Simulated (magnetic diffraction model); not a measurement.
# Solving a magnetic structure from powder neutron data: Fe2CuP2

Space group I4/mmm (no. 139), a = 3.0920 Å, c = 12.2900 Å.

```
site  atom    x    y       z
  2a    Cu    0    0       0
  4e    Fe    0    0  0.3346
  4e     P  1/2  1/2  0.3422
```

The compound is invented for this exercise: a known structure type with other elements, its cell scaled to their sizes and not relaxed.

Only Fe is taken to order (form factors of Fe2+); orders and moment sizes are assumed, and not adapted to the symmetry. Radiation: neutrons of λ = 1.8 Å, 8° to 90°; isotropic B of 0.41 Å² (Cu), 0.35 Å² (Fe) and 0.56 Å² (P). The intensities are simulated: I ∝ L Σ (|F_N|² + |F_M⊥|²) for unpolarised neutrons, with F_M = 2.695 fm/μB × Σ f(s) S exp(2πi Q·r) exp(−B s²) at Q = H ± k (one set where k and −k are equivalent), only the part normal to Q counting and L = 1/(sin²θ cos θ). For collinear order S is the moment m, which repeats by lattice and centring translations R with the sign exp(−2πi k·R). Form factors are spin-only for 3d ions and dipole or tabulated for f ions, scattering lengths are Sears's of 1992, and absorption is left out. A label names one of the reflections at its angle. The strongest nuclear line in the range is 100, and lines under 0.2 are left out.

Above the ordering temperature:

```tsv
2θ (°)	index	I
16.84	(0 0 2)	8.7
34.07	(0 0 4)	6.0
34.93	(1 0 1)	3.7
42.77	(1 0 3)	51.1
48.62	(1 1 0)	100.0
51.81	(1 1 2)	4.1
52.13	(0 0 6)	42.9
55.78	(1 0 5)	0.2
60.69	(1 1 4)	8.5
71.20	(2 0 0)	53.6
72.24	(1 0 7)	2.2
73.78	(2 0 2)	2.3
74.04	(1 1 6)	98.3
81.34	(2 0 4)	5.5
81.83	(2 1 1)	1.7
86.78	(2 1 3)	35.0
```

Below it (cell unchanged):

```tsv
2θ (°)	I
16.84	8.7
33.84	11.2
34.07	6.0
34.93	3.7
38.03	3.0
42.77	51.1
48.62	100.0
48.78	1.0
49.43	1.7
51.81	4.1
52.13	42.9
55.63	3.5
55.78	0.2
60.69	8.5
63.61	0.8
66.86	0.3
71.20	53.6
71.85	0.4
72.24	2.2
73.78	2.3
74.04	98.3
76.96	1.1
81.21	1.0
81.34	5.5
81.83	1.7
83.69	0.4
86.78	35.0
```

**Question.** Find the propagation vector, then choose among these models:
A. collinear moments along [100], 2.11 μB on Fe; signs + at (0, 0, 0.3346), − at (1/2, 1/2, 0.1654)
B. collinear moments along [100], 2.11 μB on Fe; signs + at (0, 0, 0.3346), + at (1/2, 1/2, 0.1654)
C. collinear moments along [001], 2.11 μB on Fe; signs + at (0, 0, 0.3346), + at (1/2, 1/2, 0.1654)
D. collinear moments along [001], 2.11 μB on Fe; signs + at (0, 0, 0.3346), − at (1/2, 1/2, 0.1654)

The new lines index as (1 0 0) at 33.84°, (1 0 2) at 38.03°, (1 0 4) at 48.78° and (1 1 1) at 49.43°, that is as H ± k with k = (0 0 1). The indices are whole but break the lattice centring, so the moments reverse under a centring translation, those with k·t a half-integer.

Magnetic intensity, observed (below minus above) and for each model:

| 2θ (°) | index | observed | A | B | C | D |
| --- | --- | --- | --- | --- | --- | --- |
| 8.40 | (0 0 1) | <0.2 | 35.6 | 103.0 | <0.2 | <0.2 |
| 25.38 | (0 0 3) | <0.2 | 12.0 | <0.2 | <0.2 | <0.2 |
| 33.84 | (1 0 0) | 11.2 | 5.6 | <0.2 | <0.2 | 11.2 |
| 38.03 | (1 0 2) | 3.0 | 2.3 | 7.3 | 9.7 | 3.0 |
| 48.78 | (1 0 4) | 1.0 | 1.5 | 3.9 | 2.6 | 1.0 |
| 49.43 | (1 1 1) | 1.7 | 0.9 | 2.6 | 4.9 | 1.7 |
| 55.63 | (1 1 3) | 3.5 | 2.7 | <0.2 | <0.2 | 3.5 |
| 63.61 | (1 0 6) | 0.8 | 2.2 | <0.2 | <0.2 | 0.8 |

Model D matches.

The absence at (0 0 1) is telling: Q lies along the moments there, so the part normal to Q vanishes.

The structure used: k = (0 0 1), collinear moments along [001], 2.11 μB on Fe; signs + at (0, 0, 0.3346), − at (1/2, 1/2, 0.1654).

[Logs are printed without paths, hosts, clocks, repeated set-up lines and the standing remarks that a program may print on its own settings, such as how far it seeks lower states.]
